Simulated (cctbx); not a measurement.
# Na2MnF4 with cctbx, script by script

Library: cctbx 2025.11. The data are simulated by the first script.

## 1. Simulate the data

run.py:

```python
from cctbx import adptbx, crystal, miller, sgtbx, xray
from cctbx.array_family import flex
from iotbx.shelx import hklf
from scitbx import matrix
import scitbx.random

cs = crystal.symmetry(unit_cell=(5.726, 9.78, 3.253, 90, 90, 90), space_group_symbol='Hall: -P 2 2ab')  # Pbam
atoms = [  # label, site, U (iso, or U11 U22 U33 U12 U13 U23 in A^2), occupancy
    ("Mn1", (0, 0, 0), (0.0088, 0.0095, 0.0152, 0.0021, 0.0000, 0.0000), 1),
    ("Na1", (0.5843, 0.8159, 0.5), (0.0155, 0.0200, 0.0172, 0.0004, 0.0000, 0.0000), 1),
    ("F1", (0.7503, 0.0475, 0.5), (0.0142, 0.0119, 0.0138, 0.0016, 0.0000, 0.0000), 1),
    ("F2", (0.3772, 0.7075, 0), (0.0142, 0.0089, 0.0086, 0.0008, 0.0000, 0.0000), 1),
]
xs = xray.structure(crystal_symmetry=cs)
for label, site, u, occ in atoms:
    u = adptbx.u_cif_as_u_star(cs.unit_cell(), u) if isinstance(u, tuple) else u
    xs.add_scatterer(xray.scatterer(label, site=site, u=u, occupancy=occ))
xs.set_inelastic_form_factors(0.7749, "sasaki")
xs.show_summary()
p1 = xs.expand_to_p1()
ms = miller.build_set(p1, anomalous_flag=True, d_min=0.77)
flex.set_random_seed(41365)
scitbx.random.set_random_seed(41365)
ms = ms.select(flex.random_double(ms.size()) < 0.95)
i = ms.structure_factors_from_scatterers(p1, algorithm="direct").f_calc().as_intensity_array().data()
i = i * 20000 / flex.max(i)
sig = flex.sqrt(i + flex.pow2(0.04 * i) + 15 ** 2)
noise = scitbx.random.variate(scitbx.random.normal_distribution())(i.size())
data = ms.array(data=i + sig * noise, sigmas=sig).set_observation_type_xray_intensity()
with open("data.hkl", "w") as f:
    data.export_as_shelx_hklf(f)
print("reflections written:", data.size(), " <I/sigma> = %.1f" % flex.mean(data.data() / data.sigmas()))
for h, a, b in list(data.sort("data"))[:12]:
    print("%4d%4d%4d %9.1f %7.1f" % (h + (a, b)))
```

```console
$ python run.py
```

```text
Number of scatterers: 4
At special positions: 4
Unit cell: (5.726, 9.78, 3.253, 90, 90, 90)
Space group: P b a m (No. 55)
reflections written: 1615  <I/sigma> = 11.0
   0   0  -2   19968.9   812.5
   0   0   2   19518.3   812.5
  -1  -5  -1    9579.2   373.5
   2   2  -1    9340.5   374.0
   2   2   1    9326.3   374.0
   1   5  -1    9315.6   373.5
  -1   5   1    9295.0   373.5
  -2   2   1    9265.4   374.0
  -1  -5   1    9241.0   373.5
  -1   5  -1    9205.9   373.5
  -2  -2  -1    9151.2   374.0
   2  -2   1    9147.7   374.0
```

Run time: 0.29 s on 1 thread of Arm Neoverse V2 (shared host), peak memory 0.07 GiB.

## 2. Symmetry

run.py:

```python
from cctbx import crystal, sgtbx, statistics
from cctbx.array_family import flex
from iotbx.shelx import hklf

p1 = crystal.symmetry(unit_cell=(5.726, 9.78, 3.253, 90, 90, 90), space_group_symbol="P 1")
raw = hklf.reader(file_name="data.hkl").as_miller_arrays(crystal_symmetry=p1, anomalous=True)[0]
print(raw.size(), "reflections to d = %.3f A" % raw.d_min())
isig = raw.data() / raw.sigmas()
print("centring   violations  <I/sigma> of those")
best = "P"
for c in "ABCIRF":
    a = raw.customized_copy(space_group_info=sgtbx.space_group_info("Hall: %s 1" % c)).sys_absent_flags().data()
    m = flex.mean(isig.select(a))
    print("%5s %10d of %5d %8.1f" % (c, (isig.select(a) > 4).count(True), a.count(True), m))
    if (isig.select(a) > 4).count(True) < 0.01 * a.count(True):
        best = c
raw = raw.select(~raw.customized_copy(space_group_info=sgtbx.space_group_info("Hall: %s 1" % best)).sys_absent_flags().data())
isig = raw.data() / raw.sigmas()
rows = []
for s in sgtbx.space_group_symbol_iterator():
    g = sgtbx.space_group(s)
    if g.conventional_centring_type_symbol() != best or not g.is_compatible_unit_cell(p1.unit_cell(), 1e-3, 0.02):
        continue
    rows.append((s, g))
print("Laue class    unique    Rint  (classes that these axes allow; Friedel mates merged)")
rint = {}
for s, g in rows:
    laue = g.build_derived_patterson_group()
    key = laue.type().hall_symbol()
    if key not in rint:
        m = raw.customized_copy(space_group_info=laue.info(), anomalous_flag=False).merge_equivalents()
        rint[key] = m.r_int()
        print("%-14s %6d %7.3f" % (laue.type().lookup_symbol(), m.array().size(), m.r_int()))
floor = min(rint.values())
good = [(s, g) for s, g in rows if rint[g.build_derived_patterson_group().type().hall_symbol()] < 2 * floor + 0.03]
top = max(g.build_derived_patterson_group().order_z() for s, g in good)
print("space group    extra absences  I>4sigma  <I/sigma>")
for s, g in good:
    laue = g.build_derived_patterson_group()
    if laue.order_z() != top:
        continue
    a = raw.customized_copy(space_group_info=g.info()).sys_absent_flags().data()
    a &= ~raw.customized_copy(space_group_info=laue.info()).sys_absent_flags().data()
    bad = (isig.select(a) > 4).count(True)
    if bad <= 0.03 * a.count(True):
        print("%-16s %8d %10d %9s  %s" % (s.universal_hermann_mauguin(), a.count(True), bad, "%.1f" % flex.mean(isig.select(a)) if a.count(True) else "-", "centric" if g.is_centric() else "acentric"))
laue = max(good, key=lambda t: t[1].build_derived_patterson_group().order_z())[1].build_derived_patterson_group()
f = raw.customized_copy(space_group_info=laue.info(), anomalous_flag=False).merge_equivalents().array().eliminate_sys_absent().f_sq_as_f()
f.set_observation_type_xray_amplitude()
bins = max(3, min(8, f.size() // 12))
f.setup_binner(n_bins=bins)
w = statistics.wilson_plot(f, {e: n / laue.order_z() for e, n in {'Mn': 2.0, 'Na': 4.0, 'F': 8.0}.items()}, e_statistics=True)
print("Wilson B = %.2f A^2   <|E^2-1|> = %.3f (0.968 centric, 0.736 acentric)   E^2>4: %.1f %%" % (w.wilson_b, w.mean_e_sq_minus_1, w.percent_e_sq_gt_2))
print("shell (A)         n   <I/sigma>")
m = raw.customized_copy(space_group_info=laue.info(), anomalous_flag=False).merge_equivalents().array().eliminate_sys_absent()
for b in m.setup_binner(n_bins=bins).range_used():
    sel = m.binner().selection(b)
    print("%5.2f - %4.2f %6d %8.1f" % (min(m.binner().bin_d_range(b)[0] if m.binner().bin_d_range(b)[0] > 0 else 99, 99), m.binner().bin_d_range(b)[1], sel.count(True), flex.mean((m.data() / m.sigmas()).select(sel))))
```

```console
$ python run.py
```

```text
1615 reflections to d = 0.771 A
centring   violations  <I/sigma> of those
    A        589 of   806     10.8
    B        598 of   794     11.8
    C        395 of   792      6.3
    I        562 of   790     10.9
    R        770 of  1078     11.0
    F        791 of  1196      9.6
Laue class    unique    Rint  (classes that these axes allow; Friedel mates merged)
P -1              841   0.032
P 1 2/m 1         453   0.037
P 1 1 2/m         498   0.036
P 2/m 1 1         466   0.036
P m m m           288   0.039
space group    extra absences  I>4sigma  <I/sigma>
P 2 2 2                 0          0         -  acentric
P 21 2 2                7          0       0.1  acentric
P 2 21 2               11          0       0.3  acentric
P 21 21 2              18          0       0.2  acentric
P m m 2                 0          0         -  acentric
P 2 m m                 0          0         -  acentric
P m 2 m                 0          0         -  acentric
P 21 a m               50          0       0.0  acentric
P b 21 m               80          0       0.2  acentric
P m a 2                50          0       0.0  acentric
P b m 2                80          0       0.2  acentric
P b a 2               130          0       0.1  acentric
P m m m                 0          0         -  centric
P b m m                80          0       0.2  centric
P m a m                50          0       0.0  centric
P b a m               130          0       0.1  centric
Wilson B = 0.94 A^2   <|E^2-1|> = 0.823 (0.968 centric, 0.736 acentric)   E^2>4: 1.5 %
shell (A)         n   <I/sigma>
 9.78 - 1.54     48     26.7
 1.54 - 1.22     37     26.4
 1.22 - 1.07     30     23.9
 1.07 - 0.97     38     28.8
 0.97 - 0.90     34     24.3
 0.90 - 0.85     32     18.5
 0.85 - 0.81     32     18.3
 0.81 - 0.77     37     18.1
```

Time: 0.39 s.

## 3. Patterson map

run.py:

```python
from cctbx import crystal, maptbx
from iotbx.shelx import hklf

cs = crystal.symmetry(unit_cell=(5.726, 9.78, 3.253, 90, 90, 90), space_group_symbol='Hall: -P 2 2ab')  # Pbam
raw = hklf.reader(file_name="data.hkl").as_miller_arrays(crystal_symmetry=cs, anomalous=True)[0]
merged = raw.eliminate_sys_absent().merge_equivalents()
fo2 = merged.array().set_observation_type_xray_intensity()
f = fo2.average_bijvoet_mates().f_sq_as_f()
pm = f.patterson_map(symmetry_flags=maptbx.use_space_group_symmetry, sharpening=False, resolution_factor=0.25)
peaks = pm.peak_search(parameters=maptbx.peak_search_parameters(min_distance_sym_equiv=0.4, max_clusters=14)).all()
top = peaks.heights()[0]
print("Patterson group", f.patterson_symmetry().space_group_info())
print("      u       v       w   height  length (A)")
for x, h in zip(peaks.sites(), peaks.heights()):
    y = [t - round(t) for t in x]
    print("%7.3f %7.3f %7.3f %8.1f %8.2f" % (x + (1000 * h / top, cs.unit_cell().length(y))))
```

```console
$ python run.py
```

```text
Patterson group P m m m
      u       v       w   height  length (A)
  0.000   0.000   0.000   1000.0     0.00
  0.500   0.500   0.000    621.2     5.67
  0.413   0.182   0.500    237.3     3.38
  0.084   0.311   0.500    218.3     3.48
  0.259   0.035   0.500    209.9     2.23
  0.136   0.219   0.000    205.8     2.28
  0.376   0.296   0.000    150.3     3.61
  0.000   0.500   0.500    145.8     5.15
  0.254   0.457   0.500    142.4     4.97
  0.500   0.107   0.000    124.1     3.05
  0.313   0.500   0.000     95.6     5.21
  0.500   0.391   0.500     87.2     5.05
  0.000   0.500   0.000     58.4     4.89
  0.367   0.148   0.000     34.0     2.55
```

Time: 0.28 s.

## 4. Charge flipping

run.py:

```python
import itertools
from cctbx import crystal, maptbx
from cctbx.array_family import flex
from iotbx.shelx import hklf
from smtbx.ab_initio import charge_flipping as cf

cs = crystal.symmetry(unit_cell=(5.726, 9.78, 3.253, 90, 90, 90), space_group_symbol='Hall: -P 2 2ab')  # Pbam
raw = hklf.reader(file_name="data.hkl").as_miller_arrays(crystal_symmetry=cs, anomalous=True)[0]
merged = raw.eliminate_sys_absent().merge_equivalents()
fo2 = merged.array().set_observation_type_xray_intensity()
f = fo2.average_bijvoet_mates().f_sq_as_f().resolution_filter(d_min=0.77)
p1 = f.expand_to_p1()
work = p1
flex.set_random_seed(4855)
it = cf.weak_reflection_improved_iterator(delta=None, weak_reflection_fraction=0.2)
it.start(work, phases=flex.random_double(p1.size()) * 6.2832, f_000=0)
it.delta = 1.1 * it.rho_map.sigma()
print("cycle      R  skewness")
for n, st in enumerate(itertools.islice(it, 200)):
    if n % 16 == 0:
        print("%5d %6.3f %8.2f" % (n, st.r1_factor(), st.rho_map.skewness()))
rho = p1.phase_transfer(it.f_calc).fft_map().apply_volume_scaling()
polish = cf.low_density_elimination_iterator(constant_rho_c=rho.sigma())
polish.start(f_obs=p1, phases=it.f_calc, f_000=0)
for _ in range(8):
    next(polish)
print("origin shift          correlation  skewness")
maps = []
for fc, shift, cc in itertools.islice(cf.f_calc_symmetrisations(f, polish.f_calc, 0), 4):
    m = f.phase_transfer(fc).fft_map(symmetry_flags=maptbx.use_space_group_symmetry, resolution_factor=0.25).apply_sigma_scaling()
    maps.append((m.skewness(), cc, m))
    print("%6.3f %6.3f %6.3f %10.3f %9.2f" % (tuple(shift) + (cc, m.skewness())))
skew, cc, m = max((t for t in maps if t[1] > maps[0][1] - 0.04), key=lambda t: t[0])
print("taken: symmetry correlation %.3f, skewness %.2f" % (cc, skew))
peaks = m.peak_search(parameters=maptbx.peak_search_parameters(min_distance_sym_equiv=0.9, max_clusters=9)).all()
sps = cs.special_position_settings(min_distance_sym_equiv=0.5)
print("peak      x       y       z  mult  height/sigma")
for k, (x, h) in enumerate(zip(peaks.sites(), peaks.heights())):
    ss = sps.site_symmetry(x)
    print("Q%-3d %7.4f %7.4f %7.4f %4d %8.1f" % ((k + 1,) + tuple(t % 1 for t in ss.exact_site()) + (ss.multiplicity(), h)))
```

```console
$ python run.py
```

```text
cycle      R  skewness
    0  0.597     0.42
   16  0.403     3.32
   32  0.308     4.08
   48  0.270     4.72
   64  0.266     4.96
   80  0.257     4.93
   96  0.244     4.94
  112  0.226     5.05
  128  0.243     5.17
  144  0.224     4.88
  160  0.238     5.01
  176  0.218     5.00
  192  0.230     5.03
origin shift          correlation  skewness
 0.257  0.420  0.037      0.865      2.45
 0.258  0.483  0.044      0.863      0.97
 0.009  0.149  0.298      0.839      0.74
-0.046  0.404  0.036      0.823      1.72
taken: symmetry correlation 0.865, skewness 2.45
peak      x       y       z  mult  height/sigma
Q1    0.0000  0.5000  0.5000    2      8.3
Q2    0.2317  0.0067  0.0000    4      8.2
Q3    0.1498  0.3159  0.5000    4      6.7
Q4    0.1330  0.7938  0.0000    4      6.2
Q5    0.1298  0.2043  0.0000    4      3.1
Q6    0.0000  0.0000  0.0000    2      2.4
Q7    0.0173  0.3599  0.2134    8      1.7
Q8    0.1221  0.9102  0.0000    4      1.7
Q9    0.1945  0.6349  0.5000    4      1.6
```

Time: 0.36 s.

## 5. Refinement (model from the peaks)

run.py:

```python
import math
from cctbx import adptbx, crystal, maptbx, sgtbx, xray
from cctbx.array_family import flex
from cctbx.xray import observations
from iotbx.shelx import hklf
from scitbx.lstbx import normal_eqns_solving
from smtbx import absolute_structure, utils
from smtbx.refinement import constraints, least_squares

cs = crystal.symmetry(unit_cell=(5.726, 9.78, 3.253, 90, 90, 90), space_group_symbol='Hall: -P 2 2ab')  # Pbam
atoms = [  # label, site, U (iso, or U11 U22 U33 U12 U13 U23 in A^2), occupancy
    ("Mn1", (0, 0.5, 0.5), 0.0200, 1),
    ("F1", (0.2317, 0.0067, 0), 0.0200, 1),
    ("F2", (0.1498, 0.3159, 0.5), 0.0200, 1),
    ("Na1", (0.133, 0.7938, 0), 0.0200, 1),
]
xs = xray.structure(crystal_symmetry=cs)
for label, site, u, occ in atoms:
    u = adptbx.u_cif_as_u_star(cs.unit_cell(), u) if isinstance(u, tuple) else u
    xs.add_scatterer(xray.scatterer(label, site=site, u=u, occupancy=occ))
xs.set_inelastic_form_factors(0.7749, "sasaki")
raw = hklf.reader(file_name="data.hkl").as_miller_arrays(crystal_symmetry=cs, anomalous=True)[0]
merged = raw.eliminate_sys_absent().merge_equivalents()
fo2 = merged.array().set_observation_type_xray_intensity()
print("Rint %.3f, %d unique reflections to %.2f A" % (merged.r_int(), fo2.size(), fo2.d_min()))
for sc in xs.scatterers():
    sc.flags.set_grad_site(True)
    sc.flags.set_grad_u_aniso(sc.flags.use_u_aniso())
    sc.flags.set_grad_u_iso(sc.flags.use_u_iso())
obs = fo2.as_xray_observations()
extra = {}
rep = constraints.reparametrisation(xs, [], utils.connectivity_table(xs), **extra)
ls = least_squares.crystallographic_ls(obs, rep, weighting_scheme=least_squares.mainstream_shelx_weighting(a=0, b=0))
print("cycle     R1     wR2    GooF  max shift (A)")
for cycle in range(6):
    ls.build_up()
    r1, wr2, goof = ls.r1_factor(cutoff_factor=2)[0], ls.wR2(), ls.goof()
    old = xs.sites_cart()
    normal_eqns_solving.levenberg_marquardt_iterations(ls, n_max_iterations=3, tau=0.0001, step_threshold=1e-7)
    big = flex.max((xs.sites_cart() - old).norms())
    print("%4d %7.4f %7.4f %7.3f %9.5f" % (cycle + 1, r1, wr2, goof, big))
    ls.build_up(objective_only=True)
    if abs(ls.wR2() - wr2) < 5e-5 and big < 5e-4:
        break
ls.build_up()
print("final R1 %.4f wR2 %.4f GooF %.3f  parameters %d  data/parameter %.1f" % (ls.r1_factor(cutoff_factor=2)[0], ls.wR2(), ls.goof(), ls.n_parameters, fo2.size() / ls.n_parameters))
cov = ls.covariance_matrix_and_annotations()
su = dict(zip(cov.annotations, (math.sqrt(max(v, 0)) for v in cov.matrix.matrix_packed_u_diagonal())))
a2 = cs.unit_cell().reciprocal_parameters()[0] ** -2
print("atom        x        y        z      Ueq    occ   su(xyz)  su(Uiso or U11)")
for sc in xs.scatterers():
    s = max(su.get(sc.label + k, 0) for k in (".x", ".y", ".z"))
    npd = "" if sc.is_positive_definite_u(cs.unit_cell()) else "  NPD"
    print("%-5s %8.5f %8.5f %8.5f %8.4f %6.3f %8.5f %7.4f%s" % ((sc.label,) + sc.site + (sc.u_iso_or_equiv(cs.unit_cell()), sc.occupancy, s, su.get(sc.label + ".uiso", su.get(sc.label + ".u11", 0) * a2), npd)))
fo = fo2.f_sq_as_f()
fc = fo.structure_factors_from_scatterers(xs, algorithm="direct").f_calc()
diff = fo.f_obs_minus_f_calc(1 / math.sqrt(ls.scale_factor()), fc).average_bijvoet_mates()
m = diff.fft_map(symmetry_flags=maptbx.use_space_group_symmetry, resolution_factor=0.25).apply_volume_scaling()
print("difference map: max %.2f min %.2f rms %.2f" % (m.statistics().max(), m.statistics().min(), m.statistics().sigma()))
peaks = m.peak_search(parameters=maptbx.peak_search_parameters(min_distance_sym_equiv=0.6, max_clusters=5)).all()
near = xs.closest_distances(peaks.sites(), distance_cutoff=4)
sps = cs.special_position_settings(min_distance_sym_equiv=0.5)
for k, (x, h) in enumerate(zip(peaks.sites(), peaks.heights())):
    ss = sps.site_symmetry(x)
    print("Q%-3d %7.4f %7.4f %7.4f %4d %7.2f  %.2f A from %s" % ((k + 1,) + tuple(t % 1 for t in ss.exact_site()) + (ss.multiplicity(), h, near.smallest_distances[k], xs.scatterers()[near.i_seqs[k]].label)))
```

```console
$ python run.py
```

```text
Rint 0.038, 249 unique reflections to 0.77 A
cycle     R1     wR2    GooF  max shift (A)
   1  0.4895  0.7876  26.107   0.42443
   2  0.0365  0.0909   3.014   0.01128
   3  0.0316  0.0782   2.593   0.00000
final R1 0.0316 wR2 0.0782 GooF 2.593  parameters 10  data/parameter 24.9
atom        x        y        z      Ueq    occ   su(xyz)  su(Uiso or U11)
Mn1    0.00000  0.50000  0.50000   0.0112  1.000  0.00000  0.0003
F1     0.25020  0.04762  0.00000   0.0137  1.000  0.00044  0.0006
F2     0.12239  0.29241  0.50000   0.0106  1.000  0.00042  0.0005
Na1    0.08419  0.81599  0.00000   0.0175  1.000  0.00033  0.0005
difference map: max 1.55 min -1.81 rms 0.16
Q1    0.0000  0.5000  0.3593    4    1.65  0.46 A from Mn1
Q2    0.1978  0.3047  0.5000    4    0.70  0.45 A from F2
Q3    0.0284  0.3023  0.5000    4    0.47  0.55 A from F2
Q4    0.1659  0.0261  0.0000    4    0.43  0.53 A from F1
Q5    0.1840  0.5206  0.5000    4    0.38  1.07 A from Mn1
```

Time: 0.49 s.

## 6. Refinement (anisotropic displacement)

run.py, as its changes from the last script of this kind:

```diff
@@ -12,4 +12,4 @@
-    ("Mn1", (0, 0.5, 0.5), 0.0200, 1),
-    ("F1", (0.2317, 0.0067, 0), 0.0200, 1),
-    ("F2", (0.1498, 0.3159, 0.5), 0.0200, 1),
-    ("Na1", (0.133, 0.7938, 0), 0.0200, 1),
+    ("Mn1", (0, 0.5, 0.5), 0.0112, 1),
+    ("F1", (0.2502, 0.04762, 0), 0.0137, 1),
+    ("F2", (0.12239, 0.29241, 0.5), 0.0106, 1),
+    ("Na1", (0.08419, 0.81599, 0), 0.0175, 1),
@@ -21,0 +22 @@
+xs.convert_to_anisotropic()
@@ -35 +36 @@
-for cycle in range(6):
+for cycle in range(8):
@@ -39 +40 @@
-    normal_eqns_solving.levenberg_marquardt_iterations(ls, n_max_iterations=3, tau=0.0001, step_threshold=1e-7)
+    normal_eqns_solving.levenberg_marquardt_iterations(ls, n_max_iterations=3, tau=1e-06, step_threshold=1e-7)
@@ -60 +61 @@
-peaks = m.peak_search(parameters=maptbx.peak_search_parameters(min_distance_sym_equiv=0.6, max_clusters=5)).all()
+peaks = m.peak_search(parameters=maptbx.peak_search_parameters(min_distance_sym_equiv=0.6, max_clusters=6)).all()
```

```console
$ python run.py
```

```text
Rint 0.038, 249 unique reflections to 0.77 A
cycle     R1     wR2    GooF  max shift (A)
   1  0.0316  0.0782   2.661   0.00238
   2  0.0130  0.0296   1.008   0.00000
final R1 0.0130 wR2 0.0296 GooF 1.008  parameters 22  data/parameter 11.3
atom        x        y        z      Ueq    occ   su(xyz)  su(Uiso or U11)
Mn1    0.00000  0.50000  0.50000   0.0112  1.000  0.00000  0.0002
F1     0.25037  0.04753  0.00000   0.0138  1.000  0.00017  0.0005
F2     0.12280  0.29244  0.50000   0.0109  1.000  0.00017  0.0005
Na1    0.08426  0.81602  0.00000   0.0176  1.000  0.00013  0.0003
difference map: max 0.28 min -0.38 rms 0.09
Q1    0.2356  0.7143  0.3512    8    0.30  1.21 A from F2
Q2    0.0559  0.9651  0.3566    8    0.28  1.80 A from F1
Q3    0.1724  0.8325  0.3609    8    0.28  1.29 A from Na1
Q4    0.1778  0.9003  0.5000    4    0.27  1.55 A from F2
Q5    0.1178  0.6504  0.5000    4    0.24  1.49 A from F2
Q6    0.1094  0.3620  0.0000    4    0.23  1.76 A from F2
```

It took 0.45 s on 1 thread of Arm Neoverse V2, with other jobs on the host, peak memory 0.09 GiB.

[Logs are printed without paths, hosts, clocks, repeated set-up lines and the standing remarks that a program may print on its own settings, such as how far it seeks lower states.]
